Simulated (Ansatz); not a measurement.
# The perfect InSb wire along [110], 6 atoms a period, H-terminated

What gap, if any, does the InSb wire along [110], 6 atoms a period, H-terminated have, and how does it change with the functional and under strain?

Method: DFT PBE, plane waves, PAW; relaxation of a wire's period; PAW set soft_1, in the first sound run; inputs show where later runs differ, in Ansatz 0.2.0.

**1. The starting structure**

The cell holds 14 atoms: 3 Sb, 3 In and 8 H. Its edges and angles: a = 13.811 Å, b = 14.395 Å, c = 4.688 Å, α = 90.0°, β = 90.0°, γ = 90.0°. Vacuum lies along a and b. The structure's axis is c.

**2. Relaxation of atoms and period**

Band widths follow the bond lengths, so the wire is relaxed first. The atoms and the third cell vector are free; the box across stays fixed as vacuum. A Fermi-Dirac smearing is set since the result may be a metal. The pressure printed is a third of the stress's trace over the whole box, vacuum included; only the stress along the axis is relaxed.

input.yaml reads:

```yaml
crystal:
  lattice:
    - [13.811, 0.0, 0.0]
    - [0.0, 14.395, 0.0]
    - [0.0, 0.0, 4.6881179593]
  atoms:
    - { symbol: Sb, position: [0.319336976, 0.499994644, 0.0] }
    - { symbol: In, position: [0.439350009, 0.662833058, 0.0] }
    - { symbol: In, position: [0.439350009, 0.337156229, 0.0] }
    - { symbol: H, position: [0.75378658, 0.499994644, 0.189989901] }
    - { symbol: H, position: [0.246180581, 0.499994644, 0.30478521] }
    - { symbol: Sb, position: [0.559363042, 0.662833058, 0.5] }
    - { symbol: Sb, position: [0.559363042, 0.337156229, 0.5] }
    - { symbol: H, position: [0.632519437, 0.762094539, 0.5] }
    - { symbol: H, position: [0.632519437, 0.237894748, 0.5] }
    - { symbol: In, position: [0.679376075, 0.499994644, 0.5] }
    - { symbol: H, position: [0.246180581, 0.499994644, 0.69521479] }
    - { symbol: H, position: [0.75378658, 0.499994644, 0.810010099] }
    - { symbol: H, position: [0.364939504, 0.763796164, 0.0] }
    - { symbol: H, position: [0.364939504, 0.236193123, 0.0] }
kpoints:
  mp_grid: { grid: [1, 1, 18] }
scf:
  occupations: { method: fermi_dirac, width: 0.05 }
hamiltonian:
  xc: pbe
  pseudopotentials: { kind: paw, azcp: { folder: soft_1 } }
relax:
  cell: { fix: [a, b, alpha, beta, gamma] }
  max_steps: 45
  f_tol: 0.03
```

The run is started by

```bash
$ ansatz run input.yaml --threads 4 --pin off --max-ram 16384MiB --backend cpu --events-out ev --progress --plain --runs-dir out
```

Numbers of over 12 decimals in the logs are rounded to 6 here.

The program printed:

```text
Engine: ansatz 0.2.0, aarch64-unknown-linux-gnu
Pseudopotentials: kind: paw
Pseudopotential: Sb, paw, valence charge 15, recommended cutoff 420 eV (normal), soft_1/Sb.paw.azcp
Pseudopotential: In, paw, valence charge 13, recommended cutoff 420 eV (normal), soft_1/In.paw.azcp
Pseudopotential: H, paw, valence charge 1, recommended cutoff 420 eV (normal), soft_1/H.paw.azcp
Functional definition: PBE
  parameter kappa = 0.804
  parameter beta = 0.066725
  exchange = pbe_x(kappa = kappa, mu = beta*pi^2/3)
  correlation = pbe_c(beta = beta)
Crystal: 14 atoms, lattice volume = 932.042 Å³
Basis set: ecut = 420 eV, 18193 PW (Γ), exchange–correlation on 192×200×64 points (8 copies of the dense FFT grid, shifted against one another)
Bands: 60, of which v1, the nominal top of the filled ones, is band 46 counted from 1 (45 counted from 0)
Symmetry: 4 space group operations
Space group: Pmm2 (ITA 25), of the structure as read, at distance tolerance 9.8e-5 Å
k-points: 10 of 18
Non-local potential: Sb, projectors of the file, l = 0: 2, l = 1: 2, l = 2: 2, l = 3: 1
Non-local potential: In, projectors of the file, l = 0: 2, l = 1: 2, l = 2: 2, l = 3: 1
Non-local potential: H, projectors of the file, l = 0: 2, l = 1: 1
PAW form: soft (Blöchl's): semilocal exchange-correlation on the pseudo side does not see the compensation charge
PAW one-centre angular grid: Sb, 590 points (default); XC on 64 Gauss nodes
PAW one-centre angular grid: In, 590 points (default); XC on 64 Gauss nodes
PAW one-centre angular grid: H, 110 points (default); XC on 64 Gauss nodes
Initial density: superposition of atomic densities (neutral atoms: chi_scale 0, normalization atom)
Initial wavefunctions: pseudopotential atomic-orbital guess
Functional: x = pbe(κ = 0.804, μ = 0.219515), c = pbe(β = 0.066725)
SCF iter   1: F=—  HF=-36372.981003 eV  |F-HF|=—  |Δ(HF+E_count)|=         —  Δρ=2.74e-2  dr2=8.83e0  ethr=3.10e-3  ⟨swp⟩=8.5  Hψ=2860  notcnv=0  defer=7
preconditioner: auto → Resta (q_TF=auto, 1.855 Å⁻¹)  ε∞=1.6  [insulator: Δε(μ)=1.602 eV  Ē_g=12.683 eV  σ=0.050 eV  W_gap=1.00  n_scr=102 (ndim 8)  ℏωp=9.6 eV  f_vac=0.612  D(μ)=0.00/eV (n_scr^D=0)  ε∞_Penn≈1.6  vacuum switching on, ρ_ref=1.2e-2 e/Å³]
SCF iter   2: F=—  HF=-36370.563514 eV  |F-HF|=—  |Δ(HF+E_count)|=    2.42e0  Δρ=9.45e-3  dr2=1.22e0  ethr=3.10e-3  ⟨swp⟩=4.1  Hψ=1191  notcnv=0  defer=72
SCF iter   3: F=—  HF=-36370.326825 eV  |F-HF|=—  |Δ(HF+E_count)|=   2.37e-1  Δρ=4.40e-3  dr2=2.82e-1  ethr=1.33e-3  ⟨swp⟩=3.1  Hψ=900  notcnv=0  defer=72
SCF iter   4: F=—  HF=-36370.281079 eV  |F-HF|=—  |Δ(HF+E_count)|=   4.57e-2  Δρ=1.13e-3  dr2=3.15e-2  ethr=3.07e-4  ⟨swp⟩=4.0  Hψ=825  notcnv=0  defer=72
SCF iter   5: F=—  HF=-36370.279408 eV  |F-HF|=—  |Δ(HF+E_count)|=   1.67e-3  Δρ=4.91e-4  dr2=6.07e-3  ethr=3.42e-5  ⟨swp⟩=3.0  Hψ=924  notcnv=0  defer=72
SCF iter   6: F=—  HF=-36370.278629 eV  |F-HF|=—  |Δ(HF+E_count)|=   7.79e-4  Δρ=2.34e-4  dr2=3.46e-4  ethr=6.59e-6  ⟨swp⟩=2.0  Hψ=617  notcnv=0  defer=72
SCF iter   7: F=—  HF=-36370.278919 eV  |F-HF|=—  |Δ(HF+E_count)|=   2.90e-4  Δρ=6.58e-5  dr2=6.78e-5  ethr=3.76e-7  ⟨swp⟩=2.0  Hψ=839  notcnv=0  defer=72
SCF iter   8: F=—  HF=-36370.278945 eV  |F-HF|=—  |Δ(HF+E_count)|=   2.64e-5  Δρ=1.72e-5  dr2=6.38e-6  ethr=7.37e-8  ⟨swp⟩=2.0  Hψ=724  notcnv=0  defer=72
SCF iter   9: F=—  HF=-36370.278948 eV  |F-HF|=—  |Δ(HF+E_count)|=   2.21e-6  Δρ=5.95e-6  dr2=4.08e-7  ethr=6.94e-9  ⟨swp⟩=2.0  Hψ=689  notcnv=0  defer=72
SCF iter  10: F=-36370.278948 eV  HF=-36370.278948 eV  |F-HF|=2.01e-9  |Δ(HF+E_count)|=   4.96e-7  Δρ=1.90e-6  dr2=6.59e-8  ethr=1.09e-10  ⟨swp⟩=5.3  Hψ=2108  notcnv=0
SCF 1 converged in 10 iterations: F = -36370.278948 eV  dr2 = 6.59e-8
  greatest PAW one-centre occupation: 0.995 electrons in one spin orbital (limit 2), on the Sb atom at site 0 (counted from 0), in its partial waves of l = 2
relax step   1: F+E_penalty+E_count = -36370.27894811 eV  Δ(F+E_penalty+E_count) = +0.000e0 eV  max|allowed force component| = 1.363e0 eV/Å  Δτ_max = 0.0000 Å  P = -0.202 GPa  Ω = 932.042 Å³  fix = [a, b, alpha, beta, gamma]  reactions: a -0.344, b -0.275 GPa  (10 SCF iters, dr2 threshold 1.00e-7 eV, accepted)
Crystal: 14 atoms, lattice volume = 935.683 Å³
Basis set: ecut = 420 eV, 18273 PW (Γ), exchange–correlation on 192×200×64 points (8 copies of the dense FFT grid, shifted against one another)
Initial density: handed on by an earlier stage of this run
Initial wavefunctions: those handed on with the density
iter 1 solved again at ethr=3.92e-4 eV; its pass at ethr=3.10e-3 eV (dr2=3.60e-1 eV) is discarded
SCF iter   1: F=—  HF=-36371.051284 eV  |F-HF|=—  |Δ(HF+E_count)|=         —  Δρ=5.88e-3  dr2=3.62e-1  ethr=3.92e-4  ⟨swp⟩=3.6  Hψ=2975  notcnv=0
preconditioner: auto → Resta (q_TF=auto, 1.854 Å⁻¹)  ε∞=1.6  [insulator: Δε(μ)=1.190 eV  Ē_g=12.619 eV  σ=0.050 eV  W_gap=1.00  n_scr=102 (ndim 8)  ℏωp=9.6 eV  f_vac=0.653  D(μ)=0.00/eV (n_scr^D=0)  ε∞_Penn≈1.6  vacuum switching on, ρ_ref=1.2e-2 e/Å³]
SCF iter   2: F=—  HF=-36370.955566 eV  |F-HF|=—  |Δ(HF+E_count)|=   9.57e-2  Δρ=3.05e-3  dr2=5.72e-2  ethr=3.92e-4  ⟨swp⟩=5.3  Hψ=1084  notcnv=0
SCF iter   3: F=—  HF=-36370.950401 eV  |F-HF|=—  |Δ(HF+E_count)|=   5.16e-3  Δρ=1.07e-3  dr2=1.67e-2  ethr=6.21e-5  ⟨swp⟩=4.0  Hψ=1303  notcnv=0  defer=63
SCF iter   4: F=—  HF=-36370.947484 eV  |F-HF|=—  |Δ(HF+E_count)|=   2.92e-3  Δρ=2.74e-4  dr2=9.55e-4  ethr=1.82e-5  ⟨swp⟩=2.1  Hψ=704  notcnv=0  defer=63
SCF iter   5: F=—  HF=-36370.947432 eV  |F-HF|=—  |Δ(HF+E_count)|=   5.21e-5  Δρ=6.69e-5  dr2=4.81e-5  ethr=1.04e-6  ⟨swp⟩=2.2  Hψ=896  notcnv=0  defer=63
SCF iter   6: F=—  HF=-36370.947446 eV  |F-HF|=—  |Δ(HF+E_count)|=   1.40e-5  Δρ=2.09e-5  dr2=7.98e-6  ethr=5.23e-8  ⟨swp⟩=2.0  Hψ=777  notcnv=0  defer=63
SCF iter   7: F=-36370.947447 eV  HF=-36370.947447 eV  |F-HF|=5.57e-8  |Δ(HF+E_count)|=   1.02e-6  Δρ=8.21e-6  dr2=7.61e-7  ethr=1.52e-9  ⟨swp⟩=5.1  Hψ=2029  notcnv=0
SCF 2 converged in 7 iterations: F = -36370.947447 eV  dr2 = 7.61e-7
relax step   2: F+E_penalty+E_count = -36370.94744667 eV  Δ(F+E_penalty+E_count) = -6.685e-1 eV  max|allowed force component| = 3.333e-1 eV/Å  Δτ_max = 0.1913 Å  P = -0.007 GPa  Ω = 935.683 Å³  energy of the carried Pulay correction = -3.678e-4 eV  fix = [a, b, alpha, beta, gamma]  reactions: a -0.142, b -0.053 GPa  (7 SCF iters, dr2 threshold 1.40e-6 eV, accepted)
Crystal: 14 atoms, lattice volume = 944.025 Å³
Basis set: ecut = 420 eV, 18369 PW (Γ), exchange–correlation on 192×200×64 points (8 copies of the dense FFT grid, shifted against one another)
[...]
SCF iter   4: F=—  HF=-36371.068020 eV  |F-HF|=—  |Δ(HF+E_count)|=   2.64e-3  Δρ=1.51e-4  dr2=2.44e-4  ethr=1.65e-5  ⟨swp⟩=2.4  Hψ=823  notcnv=0  defer=51
SCF iter   5: F=—  HF=-36371.068052 eV  |F-HF|=—  |Δ(HF+E_count)|=   3.20e-5  Δρ=4.80e-5  dr2=3.34e-5  ethr=2.65e-7  ⟨swp⟩=2.0  Hψ=888  notcnv=0  defer=54
SCF iter   6: F=—  HF=-36371.068058 eV  |F-HF|=—  |Δ(HF+E_count)|=   5.54e-6  Δρ=1.78e-5  dr2=4.39e-6  ethr=3.63e-8  ⟨swp⟩=2.0  Hψ=690  notcnv=0  defer=54
SCF iter   7: F=-36371.068059 eV  HF=-36371.068059 eV  |F-HF|=4.95e-7  |Δ(HF+E_count)|=   1.36e-6  Δρ=6.19e-6  dr2=8.84e-7  ethr=1.52e-9  ⟨swp⟩=5.0  Hψ=2109  notcnv=0
SCF 3 converged in 7 iterations: F = -36371.068059 eV  dr2 = 8.84e-7
relax step   3: F+E_penalty+E_count = -36371.06805875 eV  Δ(F+E_penalty+E_count) = -1.206e-1 eV  max|allowed force component| = 2.937e-1 eV/Å  Δτ_max = 0.1922 Å  P = +0.154 GPa  Ω = 944.025 Å³  energy of the carried Pulay correction = -1.205e-3 eV  fix = [a, b, alpha, beta, gamma]  reactions: a +0.060, b +0.200 GPa  (7 SCF iters, dr2 threshold 1.40e-6 eV, accepted)
[...]
relax step   4: F+E_penalty+E_count = -36371.08756445 eV  Δ(F+E_penalty+E_count) = -1.951e-2 eV  max|allowed force component| = 3.154e-2 eV/Å  Δτ_max = 0.0414 Å  P = +0.025 GPa  Ω = 949.306 Å³  energy of the carried Pulay correction = -1.731e-3 eV  fix = [a, b, alpha, beta, gamma]  reactions: a +0.000, b +0.000 GPa  (6 SCF iters, dr2 threshold 1.40e-6 eV, accepted)
[...]
relax step   5: F+E_penalty+E_count = -36371.08869388 eV  Δ(F+E_penalty+E_count) = -1.129e-3 eV  max|allowed force component| = 1.023e-2 eV/Å  Δτ_max = 0.0128 Å  P = +0.008 GPa  Ω = 952.291 Å³  energy of the carried Pulay correction = -2.027e-3 eV  fix = [a, b, alpha, beta, gamma]  reactions: a -0.002, b +0.002 GPa  (6 SCF iters, dr2 threshold 6.22e-8 eV, accepted)
Basis set: ecut = 420 eV, 18539 PW (Γ), exchange–correlation on 192×200×72 points (8 copies of the dense FFT grid, shifted against one another)
Initial wavefunctions: pseudopotential atomic-orbital guess (no wavefunctions were taken with the density)
iter 1 solved again at ethr=4.59e-7 eV; its pass at ethr=3.10e-3 eV (dr2=4.22e-4 eV) is discarded
SCF iter   1: F=—  HF=-36371.084589 eV  |F-HF|=—  |Δ(HF+E_count)|=         —  Δρ=8.46e-5  dr2=2.19e-6  ethr=4.59e-7  ⟨swp⟩=4.0  Hψ=4748  notcnv=0
preconditioner: auto → Resta (q_TF=auto, 1.848 Å⁻¹)  ε∞=1.6  [insulator: Δε(μ)=1.698 eV  Ē_g=12.752 eV  σ=0.050 eV  W_gap=1.00  n_scr=102 (ndim 8)  ℏωp=9.5 eV  f_vac=0.658  D(μ)=0.00/eV (n_scr^D=0)  ε∞_Penn≈1.6  vacuum switching on, ρ_ref=1.2e-2 e/Å³]
SCF iter   2: F=—  HF=-36371.088855 eV  |F-HF|=—  |Δ(HF+E_count)|=   4.27e-3  Δρ=4.23e-5  dr2=5.39e-7  ethr=2.38e-9  ⟨swp⟩=3.3  Hψ=1242  notcnv=0
SCF iter   3: F=—  HF=-36371.090871 eV  |F-HF|=—  |Δ(HF+E_count)|=   2.02e-3  Δρ=5.23e-6  dr2=2.16e-7  ethr=5.86e-10  ⟨swp⟩=3.0  Hψ=990  notcnv=0
SCF iter   4: F=—  HF=-36371.090919 eV  |F-HF|=—  |Δ(HF+E_count)|=   4.72e-5  Δρ=1.69e-6  dr2=1.30e-8  ethr=2.35e-10  ⟨swp⟩=2.0  Hψ=726  notcnv=0
SCF iter   5: F=—  HF=-36371.090925 eV  |F-HF|=—  |Δ(HF+E_count)|=   6.78e-6  Δρ=5.23e-7  dr2=1.87e-9  ethr=1.41e-11  ⟨swp⟩=2.4  Hψ=800  notcnv=0
SCF iter   6: F=—  HF=-36371.090926 eV  |F-HF|=—  |Δ(HF+E_count)|=   1.10e-6  Δρ=2.02e-7  dr2=9.49e-10  ethr=2.03e-12  ⟨swp⟩=2.9  Hψ=971  notcnv=0
SCF iter   7: F=-36371.090927 eV  HF=-36371.090927 eV  |F-HF|=4.15e-10  |Δ(HF+E_count)|=   1.86e-7  Δρ=3.57e-8  dr2=1.84e-11  ethr=1.00e-12  ⟨swp⟩=4.0  Hψ=2356  notcnv=0
SCF 6 converged in 7 iterations: F = -36371.090927 eV  dr2 = 1.84e-11
relax step   6: F+E_penalty+E_count = -36371.09092668 eV  Δ(F+E_penalty+E_count) = -2.233e-3 eV  max|allowed force component| = 1.008e-2 eV/Å  Δτ_max = 0.0000 Å  P = +0.010 GPa  Ω = 952.291 Å³  fix = [a, b, alpha, beta, gamma]  reactions: a -0.001, b +0.003 GPa  stress off target by 2.76e-2 GPa on what of the cell is left free  SCF on the basis re-selected at this cell (its energy is not comparable with the rows above)  (7 SCF iters)
basis re-selected at this cell: Δ(F+E_penalty+E_count) = -2.233e-3 eV, ΔP = +0.002 GPa vs the last step (what re-selecting the basis moved, of the pressure what is left beyond the Pulay correction that the steps carried, after the strain that the cell walked since its last selection, with what the two solves' SCF thresholds leave and, on support functions, any second-order correction that the steps lacked; it is no measure of the basis error at this ecutwfc). The dense FFT grid was sized anew with the basis: this SCF ran on 96×100×36 points, the steps before it on 96×100×32, so part of this shift can come from that change (see relax.cell in the input reference). [rest of the remark cut]
SCF converged after 7 iterations
Free energy (F): -36371.090927 eV
Harris-Foulkes:  -36371.090927 eV  (|F-HF|=4.15e-10)
Internal energy: -36371.090927 eV  (E = F + TS)
E sigma→0 (E₀):  -36371.090927 eV
Entropy (-TS):   -0.000000 eV (-0.000 meV/atom)
Fermi energy:    -1.580505 eV
--- Per-component energies (eV) ---
  E_band       = -1600.121369
  E_kinetic    = 1244.266889
  E_local      = -28681.083639  (includes V_loc(G=0)·N_el)
  E_nonlocal   = 2158.575847
  E_hartree    = 13111.445731
  E_xc         = -787.894750
  E_vxc        = -620.989042  (∫ρ·V_xc dr)
  E_paw        = -26272.169504  (= ΣΔE_a)
  E_vpaw       = -1923.776835  (= ΣTr[D̂ρ^β])
  E_aug_tail   = -0.006016  (compensation charges beyond the density's cutoff)
  E_ewald      = 2855.774515
  E_smearing   = -0.000000  (= −TS)
  E_closure    = -0.000000  (closes the sum)
  Σ components = -36371.090927   (vs F -36371.090927, Δ=0.00e0)
--- Forces (eV/Å), atoms counted from 1 ---
  atom   1  Sb     0.01008339     0.00000000     0.00000000
  atom   2  In    -0.00750232    -0.00028289     0.00000000
  atom   3  In    -0.00750232     0.00028289     0.00000000
  atom   4  H     -0.00074645     0.00000000     0.00683455
  atom   5  H     -0.00211743     0.00000000     0.00081236
  atom   6  Sb    -0.00834266    -0.00126701     0.00000000
  atom   7  Sb    -0.00834266     0.00126701     0.00000000
  atom   8  H      0.00656352     0.00128446     0.00000000
  atom   9  H      0.00656352    -0.00128446     0.00000000
  atom  10  In     0.00452217     0.00000000     0.00000000
  atom  11  H     -0.00211743     0.00000000    -0.00081236
  atom  12  H     -0.00074645     0.00000000    -0.00683455
  atom  13  H      0.00484258    -0.00140999     0.00000000
  atom  14  H      0.00484258     0.00140999     0.00000000
  max |Σ_I F_I| component: 2.69e-8 eV/Å
--- Stress (GPa, compression-positive) ---
       -0.000936       0.000000       0.000000
        0.000000       0.002687       0.000000
        0.000000       0.000000       0.027606
  P = ⅓ Tr σ = 0.0098 GPa (0.098 kbar)
--- Relaxed structure (5 steps of the walk, 5 accepted, 1 SCFs on fresh bases) ---
  F+E_penalty+E_count = -36371.09092668 eV   max|allowed force component| = 1.008e-2 eV/Å   (the final SCF, on the basis selected at the relaxed cell)
  cell:  # Å, volume = 952.2910 Å³
    - [13.811, 0.0, 0.0]
    - [0.0, 14.395, 0.0]
    - [0.0, 0.0, 4.789971]
  atoms:
    - { symbol: Sb, position: [0.340631, 0.5, 3.964559577692356e-19] }
    - { symbol: In, position: [0.440581, 0.678877, 3.964559577692356e-19] }
    - { symbol: In, position: [0.440581, 0.321123, 3.964559577692356e-19] }
    - { symbol: H, position: [0.748370, 0.5, 0.170473] }
    - { symbol: H, position: [0.256904, 0.5, 0.263573] }
    - { symbol: Sb, position: [0.553011, 0.649918, 0.500000] }
    - { symbol: Sb, position: [0.553011, 0.350082, 0.500000] }
    - { symbol: H, position: [0.619198, 0.750796, 0.500000] }
    - { symbol: H, position: [0.619198, 0.249204, 0.500000] }
    - { symbol: In, position: [0.696847, 0.5, 0.500000] }
    - { symbol: H, position: [0.256904, 0.5, 0.736427] }
    - { symbol: H, position: [0.748370, 0.5, 0.829527] }
    - { symbol: H, position: [0.358694, 0.770697, 3.964559577692356e-19] }
    - { symbol: H, position: [0.358694, 0.229303, 3.964559577692356e-19] }
```

Elapsed: 68 s, on 4 threads of Arm Neoverse V2, shared host; peak memory 1.6 GiB.

Step by step:

| step | energy less that of the first step (eV) | largest force component (eV/Å) | pressure (GPa) | volume (Å³) |
| --- | --- | --- | --- | --- |
| 1 | 0.0000 | 1.3634 | -0.20 | 932.04 |
| 2 | -0.6685 | 0.3333 | -0.01 | 935.68 |
| 3 | -0.7891 | 0.2937 | 0.15 | 944.02 |
| 4 | -0.8086 | 0.0315 | 0.02 | 949.31 |
| 5 | -0.8097 | 0.0102 | 0.01 | 952.29 |
| 6* | -0.8120 | 0.0101 | 0.01 | 952.29 |

Relaxation steps marked * repeat the geometry before them on a plane-wave basis chosen anew for their cell, so energy and pressure can jump there.

Forces are held to the 4 operations that the run works with; a distortion that breaks them can't arise in this run.

| cell as run | before | after | change |
| --- | --- | --- | --- |
| c (Å) | 4.688 | 4.790 | +2.2 % |

The atoms that moved most (Å, along periodic axes as changes of fractional coordinates times the final cell, across vacuum about the mean position):

| atom | dx | dy | dz | length |
| --- | --- | --- | --- | --- |
| Sb1 | 0.294 | 0.000 | 0.000 | 0.294 |
| H5 | 0.148 | 0.000 | -0.197 | 0.247 |
| H11 | 0.148 | 0.000 | 0.197 | 0.247 |
| H9 | -0.184 | 0.163 | 0.000 | 0.246 |
| H8 | -0.184 | -0.163 | 0.000 | 0.246 |
| In10 | 0.241 | 0.000 | 0.000 | 0.241 |
| In2 | 0.017 | 0.231 | 0.000 | 0.231 |
| In3 | 0.017 | -0.231 | 0.000 | 0.231 |

Numbers from this step:

| Quantity | Value |
| --- | --- |
| cell length along the wire | 4.790 Å |

The cell's length comes to 4.790 Å with spin left out.

(Continued in part 2 of 3.)

[Logs are printed without paths, hosts, clocks, repeated set-up lines and the standing remarks that a program may print on its own settings, such as how far it seeks lower states.]

[Hosts, paths, dates, database ids (printed as entryN), source tags and the programs' standing remarks are cut or masked in the printed files.]
